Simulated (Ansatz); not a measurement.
# What AgF (model cell, started as zinc blende) distorts into, part 3 of 3

Which phase does AgF (model cell, started as zinc blende) fall into along its unstable mode, and how much energy does it gain?

Ansatz 0.2.0; DFT PBEsol, scalar-relativistic, plane waves, PAW.

So far. Step 4 (The mode frozen in, largest atomic shift 0.45 Å): The run ends at a pressure of -3.44 GPa, with forces up to 0.24 eV/Å. Step 5 (Energy along the mode, all amplitudes (two of the runs …): The lowest of the steps tried is at 0.45 Å, 27.5 meV/atom below the parent; the bottom of the well need not coincide with a step.

The structure was built from a prototype and need not be the compound's stable phase.

### 6. Relaxation from the frozen mode (continued)

The steps of the relaxation (22 of 24):

```
step  energy less that of the first step (eV)  largest force component (eV/Å)  pressure (GPa)  volume (Å³)
   1                                   0.0000                          0.2399           -3.44       150.72
   2                                  -0.1932                          0.0588           -0.33       139.94
   3                                  -0.2016                          0.0449            0.20       138.02
   4                                  -0.2048                          0.0038            0.04       138.35
   5                                  -0.2148                          0.0347           -0.11       138.18
   6                                  -0.2261                          0.0395           -0.27       136.11
   8                                  -0.2383                          0.0088           -0.02       133.36
   9                                  -0.2418                          0.0043            0.03       132.17
  10                                  -0.2414                          0.0060           -0.05       132.32
  11                                  -0.2415                          0.0003            0.00       132.27
 12*                                  -0.2306                          0.0004           -0.18       132.27
  13                                  -0.2439                          0.0128            0.21       128.19
  14                                  -0.2393                          0.0736           -0.51       130.00
  15                                  -0.2418                          0.0060            0.02       129.78
  16                                  -0.2420                          0.0016            0.00       129.70
 17*                                  -0.2384                          0.0015           -0.04       129.70
 19*                                  -0.2404                          0.0013            0.00       128.86
  20                                  -0.2417                          0.0015            0.00       128.48
 21*                                  -0.2407                          0.0014            0.00       128.48
  22                                  -0.2407                          0.0022           -0.03       128.52
  23                                  -0.2411                          0.0004            0.00       128.38
 24*                                  -0.2409                          0.0004            0.00       128.38
```

Relaxation steps marked * repeat the geometry before them on a plane-wave basis chosen anew for their cell, so energy and pressure can jump there. Other such steps can lie between the rows shown.

Forces are held to the 8 operations that the run works with; a distortion that breaks them can't arise in this run.

```
     cell as run  before  after   change
           a (Å)   5.322  5.485   +3.1 %
           b (Å)   5.322  5.485   +3.1 %
           c (Å)   6.518  5.766  -11.5 %
           α (°)   65.91  61.60   -6.5 %
           β (°)   65.91  61.60   -6.5 %
volume (Å³/atom)   18.84  16.05  -14.8 %
```

The atoms that moved most (Å, as changes of fractional coordinates times the final cell):

```
atom      dx      dy      dz  length
  F7   0.000   0.312   0.000   0.312
  F8   0.000  -0.312   0.000   0.312
 Ag2  -0.066  -0.038   0.066   0.101
 Ag4  -0.066   0.038  -0.066   0.101
 Ag1   0.066  -0.038  -0.066   0.101
 Ag3   0.066   0.038   0.066   0.101
```

Numbers from this step:

```yaml
pressure: -0.001030 GPa
volume_per_atom: 16.05 Å³
gap_on_the_k_mesh: 0 eV
```

The distorted start has space group I-42m; the relaxation ends in I-42m.

### 7. The new phase in its own primitive cell

The relaxed structure is symmetrised, reduced to its primitive cell and relaxed tightly, as its phonons need.

Input file input.yaml:

```yaml
crystal:
  lattice:
    - [-2.742703479, 2.742703479, 4.2665807326]
    - [2.742703479, -2.742703479, 4.2665807326]
    - [2.742703479, 2.742703479, -4.2665807326]
  atoms:
    - { symbol: Ag, position: [0.9412430987, 0.3175648009, 0.0] }
    - { symbol: Ag, position: [0.3175648009, 0.9412430987, 0.0] }
    - { symbol: Ag, position: [0.0587569013, 0.0587569013, 0.3763217022] }
    - { symbol: Ag, position: [0.6824351991, 0.6824351991, 0.6236782978] }
    - { symbol: F, position: [0.5, 0.0, 0.5] }
    - { symbol: F, position: [0.0, 0.5, 0.5] }
    - { symbol: F, position: [0.6712124674, 0.6712124674, 0.0] }
    - { symbol: F, position: [0.3287875326, 0.3287875326, 0.0] }
kpoints:
  mp_grid: { grid: [8, 8, 8] }
hamiltonian:
  xc: pbesol
scf:
  occupations: { method: methfessel_paxton, width: 0.15 }
output:
  forces: true
  stress: true
  eigenvalues: true
relax:
  adjacent_minimum: "off"
  f_tol: 0.001
  max_steps: 60
  cell: { stress_tol: 0.01 }
```

Command:

```sh
> ansatz run input.yaml --threads 4 --pin off --max-ram 7168MiB --backend cpu --events-out ev --progress --plain --runs-dir out
```

Numbers of over 12 decimals in the logs are rounded to 6 here.

Output:

```text
[...]
Crystal: 8 atoms, lattice volume = 128.380 Å³
Basis set: ecut = 420 eV, 2503 PW (Γ), exchange–correlation on 80×80×80 points (8 copies of the dense FFT grid, shifted against one another)
Bands: 63, of which v1, the nominal top of the filled ones, is band 52 counted from 1 (51 counted from 0)
Symmetry: 8 space group operations
[...]
k-points: 59 of 512 (time reversal used)
[...]
- [2.745295, 2.745295, -4.253842]
  atoms:
    - { symbol: Ag, position: [0.941180, 0.317704, 0.0] }
    - { symbol: Ag, position: [0.317704, 0.941180, 0.0] }
    - { symbol: Ag, position: [0.058820, 0.058820, 0.376524] }
    - { symbol: Ag, position: [0.682296, 0.682296, 0.623476] }
    - { symbol: F, position: [0.5, 0, 0.5] }
    - { symbol: F, position: [0, 0.5, 0.5] }
    - { symbol: F, position: [0.670892, 0.670892, 0] }
    - { symbol: F, position: [0.329108, 0.329108, 0] }
[key lines of the parts left out:]
SCF converged after 7 iterations
Free energy (F): -33285.769409 eV
Fermi energy:    7.852367 eV
P = ⅓ Tr σ = 0.0055 GPa (0.055 kbar)
```

Elapsed: 79 s, on 4 threads of Arm Neoverse V2, shared host; peak memory 0.69 GiB.

Step by step:

```
step  energy less that of the first step (eV)  largest force component (eV/Å)  pressure (GPa)  volume (Å³)
   1                                   0.0000                          0.0005            0.00       128.38
   2                                  -0.0001                          0.0007            0.00       128.35
   3                                  -0.0002                          0.0010            0.00       128.30
  4*                                   0.0000                          0.0010            0.00       128.30
   5                                  -0.0002                          0.0006            0.01       128.24
  6*                                  -0.0001                          0.0006            0.01       128.24
```

Relaxation steps marked * repeat the geometry before them on a plane-wave basis chosen anew for their cell, so energy and pressure can jump there.

Forces are held to the 8 operations that the run works with; a distortion that breaks them can't arise in this run.

```
conventional cell, symmetrised  before  after  change
                         a (Å)   5.485  5.491  +0.1 %
                         b (Å)   5.485  5.491  +0.1 %
                         c (Å)   8.533  8.508  -0.3 %
              volume (Å³/atom)   16.05  16.03  -0.1 %
```

The relaxed structure:

```cif
data_structure
_symmetry_space_group_name_H-M 'P 1'
_symmetry_Int_Tables_number 1
_cell_length_a 5.7592
_cell_length_b 5.7592
_cell_length_c 5.7592
_cell_angle_alpha 123.063
_cell_angle_beta 123.063
_cell_angle_gamma 84.773
_cell_volume 128.24
loop_
_atom_site_label
_atom_site_type_symbol
_atom_site_fract_x
_atom_site_fract_y
_atom_site_fract_z
_atom_site_occupancy
Ag1 Ag 0.94118 0.31770 0.00000 1
Ag2 Ag 0.31770 0.94118 0.00000 1
Ag3 Ag 0.05882 0.05882 0.37652 1
Ag4 Ag 0.68230 0.68230 0.62348 1
F5 F 0.50000 0.00000 0.50000 1
F6 F 0.00000 0.50000 0.50000 1
F7 F 0.67089 0.67089 0.00000 1
F8 F 0.32911 0.32911 0.00000 1
```

Numbers from this step:

```
pressure        : 0.005488 GPa
volume per atom : 16.03 Å³
```

The largest force component left is 0.61 meV/Å and the pressure is 0.005 GPa, within the tolerances set. The cell now holds 16.03 Å³/atom.

### 8. Modes of the new phase, k-mesh 8×8×8

A relaxed structure may still be a saddle point, so its zone-centre modes are computed. No field response is asked, since the mesh shows no gap.

Input file input.yaml:

```yaml
crystal:
  lattice:
    - [-2.745294995, 2.745294995, 4.2538422852]
    - [2.745294995, -2.745294995, 4.2538422852]
    - [2.745294995, 2.745294995, -4.2538422852]
  atoms:
    - { symbol: Ag, position: [0.9411799729, 0.317703863, 0.0] }
    - { symbol: Ag, position: [0.317703863, 0.9411799729, 0.0] }
    - { symbol: Ag, position: [0.0588200271, 0.0588200271, 0.3765238901] }
    - { symbol: Ag, position: [0.682296137, 0.682296137, 0.6234761099] }
    - { symbol: F, position: [0.5, 0.0, 0.5] }
    - { symbol: F, position: [0.0, 0.5, 0.5] }
    - { symbol: F, position: [0.6708921039, 0.6708921039, 0.0] }
    - { symbol: F, position: [0.3291078961, 0.3291078961, 0.0] }
kpoints:
  mp_grid: { grid: [8, 8, 8] }
hamiltonian:
  xc: pbesol
scf:
  occupations: { method: methfessel_paxton, width: 0.15 }
output:
  eigenvalues: true
phonons:
  method: dfpt
```

Output:

```text
[...]
Crystal: 8 atoms, lattice volume = 128.239 Å³
Basis set: ecut = 420 eV, 2503 PW (Γ), exchange–correlation on 80×80×80 points (8 copies of the dense FFT grid, shifted against one another)
Bands: 63, of which v1, the nominal top of the filled ones, is band 52 counted from 1 (51 counted from 0)
Symmetry: 8 space group operations
k-points: 260 of 512 (irreducible under 1 space group operation, time reversal used)
[...]
SCF iter   1: F=—  HF=-33285.821375 eV  |F-HF|=—  |Δ(HF+E_count)|=         —  Δρ=1.51e-2  dr2=2.05e-1  ethr=1.77e-3  ⟨swp⟩=5.2  Hψ=51208  notcnv=0  defer=335
[...]
SCF iter  14: F=-33285.769409 eV  HF=-33285.769409 eV  |F-HF|=7.28e-12  |Δ(HF+E_count)|=  1.46e-11  S|Δr|=    0.00e0  Δρ=6.85e-8  dr2=5.82e-12  ethr=1.00e-12  ⟨swp⟩=10.3  Hψ=81200  notcnv=0
SCF 1 converged in 14 iterations: F = -33285.769409 eV  dr2 = 5.82e-12
[...]
DFPT response loops at Γ: preconditioner auto → Kerker (q_TF=auto, 2.635 Å⁻¹) (partly filled bands, converged f_vac=0.133); β = 1.00, the filter's whole step (`scf.mixing.beta` (0.50) is not read by the response loops under this deck's `scf.mixing.preconditioner`; to damp them name `kerker` or `kerker_dos`, under which they read `scf.mixing.beta`, and type it under 1.00, their step now; both keys bind the ground state too); Broyden in place of MSR1
SCF converged after 14 iterations
[...]
Free energy (F): -33285.769409 eV
[...]
Internal energy: -33285.781263 eV  (E = F + TS)
E sigma→0 (E₀):  -33285.772372 eV
Entropy (-TS):   0.011854 eV (1.482 meV/atom)
Fermi energy:    7.852367 eV
[...]
--- Band table (eV; the first three rows and the last of 260) ---
  k-point 0: bands = [... 48 lower, 7.4081, 7.6643, 7.6927, 7.6927, 7.8595, 13.1915, 14.5670, 14.5670, ... 7 higher]
  k-point 1: bands = [... 48 lower, 7.4176, 7.4617, 7.6359, 7.6875, 8.1600, 13.1171, 13.9121, 14.2335, ... 7 higher]
  k-point 2: bands = [... 48 lower, 7.2247, 7.4382, 7.5185, 7.6700, 8.8472, 12.7996, 13.0589, 13.7717, ... 7 higher]
  k-point 259: bands = [... 48 lower, 7.3824, 7.3824, 7.8545, 7.8545, 9.5820, 10.5239, 13.5699, 14.1336, ... 7 higher]
--- Phonons (Γ-DFPT): 7 representative perturbations + reference, on 260 of 512 k-points (Σ response iterations 28) ---
  k mesh reduced under 1 symmetry operation, with k and −k counted as one. Each operation leaves every solved perturbation unchanged. A smaller set is not used because it would not reduce the number of displacements times k-points to solve
  ASR residual: 4.736e-5 → 0.000e0 eV/Å²; symmetrization residual: 4.040e-6 eV/Å²
  ASR residual per site (eV/Å²): 1.87e-5 1.87e-5 1.87e-5 1.87e-5 1.24e-5 1.24e-5 4.74e-5 4.74e-5
  Γ frequencies (cm⁻¹): -51.42 -37.70 -37.70 0.00 0.00 0.00 34.39 34.39 63.80 84.82 100.98 117.91 117.91 126.81 183.24 213.26 213.26 215.88 238.72 238.72 279.03 310.88 326.07 326.07
  non-analytic LO–TO correction: not included (Born effective charges unavailable; polar crystals: no LO–TO splitting at Γ)
```

Wall time 10 min (4 threads); peak memory 4.5 GiB.

This step gave:

* sum-rule residual before enforcement: 4.74e-5 eV/Å²
* point group: -42m
* highest optical mode at the zone centre (no LO-TO term): 326.1 cm⁻¹
* lowest optical zone-centre mode: -51.42 cm⁻¹

Patterns of degenerate modes are one choice out of their space. The modes at Γ (shares of kinetic energy by element, %) (negative means imaginary):

```
mode  frequency (cm⁻¹)  symmetry  Ag %  F %
   1             -51.4        A2    84   16
   2             -37.7         E    84   16
   3             -37.7         E    84   16
   4               0.0  acoustic    85   15
   5               0.0  acoustic    85   15
   6               0.0  acoustic    85   15
   7              34.4         E    89   11
   8              34.4         E    89   11
   9              63.8        B2    77   23
  10              84.8        A1    96    4
  11             101.0        A1    96    4
  12             117.9         E    19   81
  13             117.9         E    19   81
  14             126.8        B1   100    0
  15             183.2        B2    28   72
  16             213.3         E     5   95
  17             213.3         E     5   95
  18             215.9        A2    16   84
  19             238.7         E    11   89
  20             238.7         E    11   89
  21             279.0        B2    11   89
  22             310.9        A1     7   93
  23             326.1         E     6   94
  24             326.1         E     6   94
```

Displacements in mode 1 (-51.4 cm⁻¹), the largest set to 1:
```
Ag1  0.48  0.48  0.00
Ag2 -0.48 -0.48  0.00
Ag3 -0.48  0.48  0.00
Ag4  0.48 -0.48  0.00
F5   0.00  0.00  1.00
F6   0.00  0.00 -1.00
F7   0.00  0.00  0.00
F8   0.00  0.00  0.00
```

Displacements in mode 18 (215.9 cm⁻¹), the largest set to 1:
```
Ag1 -0.09 -0.09  0.00
Ag2  0.09  0.09  0.00
Ag3  0.09 -0.09  0.00
Ag4 -0.09  0.09  0.00
F5   0.00  0.00  1.00
F6   0.00  0.00 -1.00
F7   0.00  0.00  0.00
F8   0.00  0.00  0.00
```

Before it was imposed, the acoustic sum rule was missed by 4.7e-5 eV/Å². Small misses are needed for a sound result but don't prove that mesh and cutoff are converged. The lowest optical mode is imaginary, 51.4i cm⁻¹, so the energy falls along it.

### 9. Results

- unstable mode of the parent: q = (0.25, -0.5, -0.25), 54i cm⁻¹
- depth at the lowest point sampled: 27.5 meV/atom
- largest atomic shift at that point: 0.45 Å
- space group reached (within 0.01 Å): I-42m
- energy gained over the parent (first relaxation, on the mesh of the frozen mode): 57.5 meV/atom
- volume per atom, phase reached: 16.0 Å³
- lowest optical zone-centre mode, phase reached: -51.4 cm⁻¹
- highest optical mode at the zone centre (no LO-TO term), phase reached: 326 cm⁻¹

What this shows: Along this mode the structure falls into I-42m, 57.5 meV/atom below the parent. At the parent's cell the well is 27.45 meV/atom deep on the steps tried, with its lowest point at a shift of 0.45 Å. Relaxing atoms and cell changes the gain by +30.01 meV/atom against the lowest step (energies at zero smearing). The new phase still has an imaginary mode at the zone centre of its cell, so it is a saddle point on the way to a lower structure. Each path keeps the symmetry of its pattern, so a lower phase may lie along a pattern not tried. With no gap, or one that is small against the smearing, the frequencies hang on the k mesh and the smearing, most of all near Kohn anomalies. A semilocal functional can close a gap that the real compound would have, so the metallic treatment may be an artefact of the level. The starting cell was built on a prototype and not taken from a measurement, so the phase need not exist.

[Logs are printed without paths, hosts, clocks, repeated set-up lines and the standing remarks that a program may print on its own settings, such as how far it seeks lower states.]

[Hosts, paths, dates, database ids (printed as entryN), source tags and the programs' standing remarks are cut or masked in the printed files.]
